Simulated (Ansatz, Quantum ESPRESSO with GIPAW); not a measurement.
## 19F and 39K NMR of KF (Carobbiite), calculated

Wanted: NMR shieldings for each site of KF (Carobbiite).

What was measured: 19F isotropic shift -133.3 ppm, in “NMR parameters in alkali, alkaline earth and rare earth fluorides from first principle calculations” (2011; arXiv:1105.1645). Shifts are on the scales named with the reference lines below. The 39K shift is 22.6 ppm against aqueous K+, in “Computation of NMR Shielding Constants for Solids Using an Embedded Cluster Approach with DFT, Double-Hybrid DFT, and MP2” (2020; PMC7659039), quoting earlier work.

Calculated with Quantum ESPRESSO with GIPAW 8.0dev (patched build); DFT, PBE, plane-wave PAW (pslibrary 1.0.0 recipes), scalar-relativistic, GIPAW; a patched development version of the program.

This is a report of a sequence of runs, with most program output left out.

## Step 1: Set-up

It takes space group Fm-3m (No. 225, cubic). The conventional cell has a = 5.344 Å, b = 5.344 Å, c = 5.344 Å, α = 90.00°, β = 90.00°, γ = 90.00°. Nearest to K lie 6 F at 2.67 Å. Nearest to F lie 6 K at 2.67 Å. Farther neighbours and most contacts between anions are not listed.

The cell is an entry of the Crystallography Open Database.

## Step 2: The SCF step

The shielding is a linear response of the occupied states, which this run provides. It is converged far beyond what an energy needs, since the response uses the wavefunctions themselves. No empty states are asked for: the response is solved without them. The mesh has a spacing of 0.41 Å⁻¹ at most. The PAW files were made with ld1.x from the pslibrary 1.0.0 recipes, with GIPAW reconstruction switched on (the recipe of F slightly mended, as the packaged one fails to give a sound file).

Input file scf.in:

```
&control
  calculation = 'scf'
  prefix = 'x'
  outdir = './tmp/'
  pseudo_dir = './'
/
&system
  ibrav = 0
  nat = 2
  ntyp = 2
  ecutwfc = 55
  ecutrho = 330
  nbnd = 8
/
&electrons
  conv_thr = 1.0d-10
  mixing_beta = 0.7
  electron_maxstep = 100
/
ATOMIC_SPECIES
  K 39.098 K.pbe-spn-kjpaw_psl.1.0.0-gipaw.UPF
  F 18.998 F.pbe-n-kjpaw_psl.1.0.0-gipaw.UPF
CELL_PARAMETERS angstrom
  0.00000000 2.67185000 2.67185000
  2.67185000 0.00000000 2.67185000
  2.67185000 2.67185000 0.00000000
ATOMIC_POSITIONS crystal
  K 0.00000000 0.00000000 0.00000000
  F 0.50000000 0.50000000 0.50000000
K_POINTS automatic
  5 5 5 0 0 0
```

Command:

```sh
$ mpirun -np 4 pw.x -nk 4 -in scf.in > scf.out
```

Run time: 6.1 s. Hardware: 4 MPI ranks of Intel Xeon 6975P-C (Granite Rapids), shared host; peak memory 0.41 GiB.

It converged in 13 cycles to an estimated accuracy of 6e-11 Ry, on 10 irreducible k-points.

## Step 3: Magnetic response

A uniform field breaks periodicity, so gipaw.x applies it as a wave of small q and takes the limit. It solves for the first-order states, builds the induced current and gets the field at each nucleus by Biot–Savart; the PAW spheres add what the smooth waves miss near the nuclei. pawproj makes the reconstruction use the PAW data sets' own projectors.

Input file nmr.in:

```
&inputgipaw
  job = 'nmr'
  prefix = 'x'
  tmp_dir = './tmp/'
  restart_mode = 'from_scratch'
  verbosity = 'low'
  q_gipaw = 0.01
  spline_ps = .true.
  conv_threshold = 1.0d-14
  use_nmr_macroscopic_shape = .false.
  pawproj(1) = .true.
  pawproj(2) = .true.
/
```

Command:

```sh
$ mpirun -np 4 gipaw.x -in nmr.in > nmr.out
```

Elapsed: 18 s, on 4 MPI ranks; peak memory 0.28 GiB; 72 s of CPU time.

The f-sum rule is met to 0.0037 of 15.8 (0.02 %). Converged shieldings require that this miss be small, but a small miss does not prove them.

From the symmetric part of each tensor, with principal values σ11 ≤ σ22 ≤ σ33: σ_iso is their mean, the span is σ33 − σ11 and the skew 3(σ_iso − σ22)/span. (gipaw.x prints an anisotropy in another convention.)

| site | atom no. | atoms in cell | σ_iso (ppm) | span (ppm) | skew |
| --- | --- | --- | --- | --- | --- |
| K | 1 | 1 | 1175.0 | 0.0 | - |
| F | 2 | 1 | 258.8 | 0.0 | - |

The macroscopic shape term is switched off. For a spherical sample the valence susceptibility of this run would add about 8 ppm to every site, a rough estimate, since the susceptibility converges slowly and lacks part of the PAW terms. Differences within the crystal don't depend on it, but shieldings of different compounds can't be compared to better than a few ppm without it.

K and F sit on cubic site symmetry, where the tensor must be isotropic.

The quadrupolar nuclei (39K) sit on sites where the field gradient vanishes by symmetry, so they have no quadrupolar coupling.

## Step 4: From shieldings to shifts

A shielding is counted from the bare nucleus and a shift from a reference compound, with the opposite sign. A fitted line does better than one reference, as its slope takes up part of the functional's error.

To turn shieldings into shifts, lines fitted to measured solids are used. 19F: δ = (120.8 − σ) / 1.162, zero at CFCl3, fitted to 6 measured values, from BaF2, CdF2, LiF, MgF2, NaF and ZnF2, with a scatter of 4.6 ppm r.m.s. (this compound left out) (CaF2 fall off this line, as semilocal functionals put their cations' empty d or f shells too low, and are left out), on σ without the shape term. Kinds of site that fitted badly were split off after the misses were seen, so the scatter is that of the points kept.

Covalently bonded atoms count as neighbours within 1.18 times the sum of their radii. Otherwise a cation's neighbours lie within 1.2 times its shortest bond (1.3 for large cations, each anion's radius taken off where they differ), and an anion's are the cations that count it.

| site | atom no. | atoms in cell | surroundings | bonds (Å) | δ_iso (ppm) |
| --- | --- | --- | --- | --- | --- |
| K | 1 | 1 | KF6 | 2.672 | - |
| F | 2 | 1 | bound to K6 | 2.672 | -118.8 |

Simulated spectrum, 19F MAS at 100 kHz, 14.1 T (565.1 MHz), lines broadened by 2 ppm; rigid lattice, with dipolar and J couplings left out: a single narrow line at -118.8 ppm.

## Step 5: Cost against result

Each row names what was changed: another functional shows how far the paramagnetic term hangs on the exchange-correlation form; another cutoff tests the basis; another mesh tests the sampling of the zone.

Changes of σ_iso (ppm) against the run above (PBE, cutoffs 55 and 330 Ry, mesh 5×5×5, 96 s). Times are CPU times of pw.x and gipaw.x together, on 4 MPI ranks of Intel Xeon 6975P-C (Granite Rapids), shared host; on a shared host they are rough.

| run | CPU time | f-sum miss | K | F |
| --- | --- | --- | --- | --- |
| LDA | 91 s | 0.0037 | -22.2 | -23.9 |
| cutoffs 40 and 320 Ry (coarse on purpose) | 77 s | 0.012 | -3.9 | +0.2 |
| mesh 4×4×4 (coarse on purpose) | 91 s | 0.0045 | -0.7 | -1.5 |
| Wu-Cohen | 96 s | 0.0037 | -3.8 | -2.8 |
| cutoffs 70 and 420 Ry | 2 min | 5.0e-4 | +0.8 | -0.1 |

The largest move is -23.9 ppm, on F, from LDA.

## Step 6: Comparison with the measured values

| quantity | site | measured | calculated | difference |
| --- | --- | --- | --- | --- |
| 19F isotropic shift (ppm) | F | -133.3 | -118.8 | +14.5 |

Without a fitted line the measured shift still tests the calculation: for an exact theory σ + δ is one number for all compounds of a nucleus, up to the shape term, which is left out of σ and differs by some ppm between compounds.

| nucleus, site | σ_iso (ppm) | measured δ (ppm) | σ + δ (ppm) | σ + δ of other compounds, same level |
| --- | --- | --- | --- | --- |
| 39K, K | 1175.0 | 22.6 | 1197.6 | KCl 1200.1, KBr 1201.8 |

## Step 7: Results

```yaml
19f_shift: -118.8 ppm
39k_shielding_without_shape_term: 1175.0 ppm
```

What this shows: 19F has one site (bound to K6), with isotropic shift -118.8 ppm. For 39K, σ + δ is 1197.6 ppm here and 1201.0 ppm on average over 2 other sites: with that reference and slope one the shift would be off by +3.4 ppm. Verdict on the shifts: 19F poor, missed by 14.6 ppm at most, 3.1 times the scatter of its line. Going to cutoffs 70 and 420 Ry changes no isotropic shielding by more than 0.81 ppm, so the main run is converged in that respect. A finer mesh was not carried through on these files. The largest change with the functional is 23.9 ppm in absolute shielding; part of that drops out once each functional has its own reference line. This build of gipaw.x prints that it is not audited and that its numbers are no references by themselves. It also reports spline_ps as false although the input sets it; why was not traced.

[Logs are printed without paths, hosts, clocks, repeated set-up lines and the standing remarks that a program may print on its own settings, such as how far it seeks lower states.]

[Hosts, paths, dates, database ids (printed as entryN), source tags and the programs' standing remarks are cut or masked in the printed files.]

[Where no reference line passes its bar on scatter, no shift is given, so a measured shift of this compound may stand uncompared.]
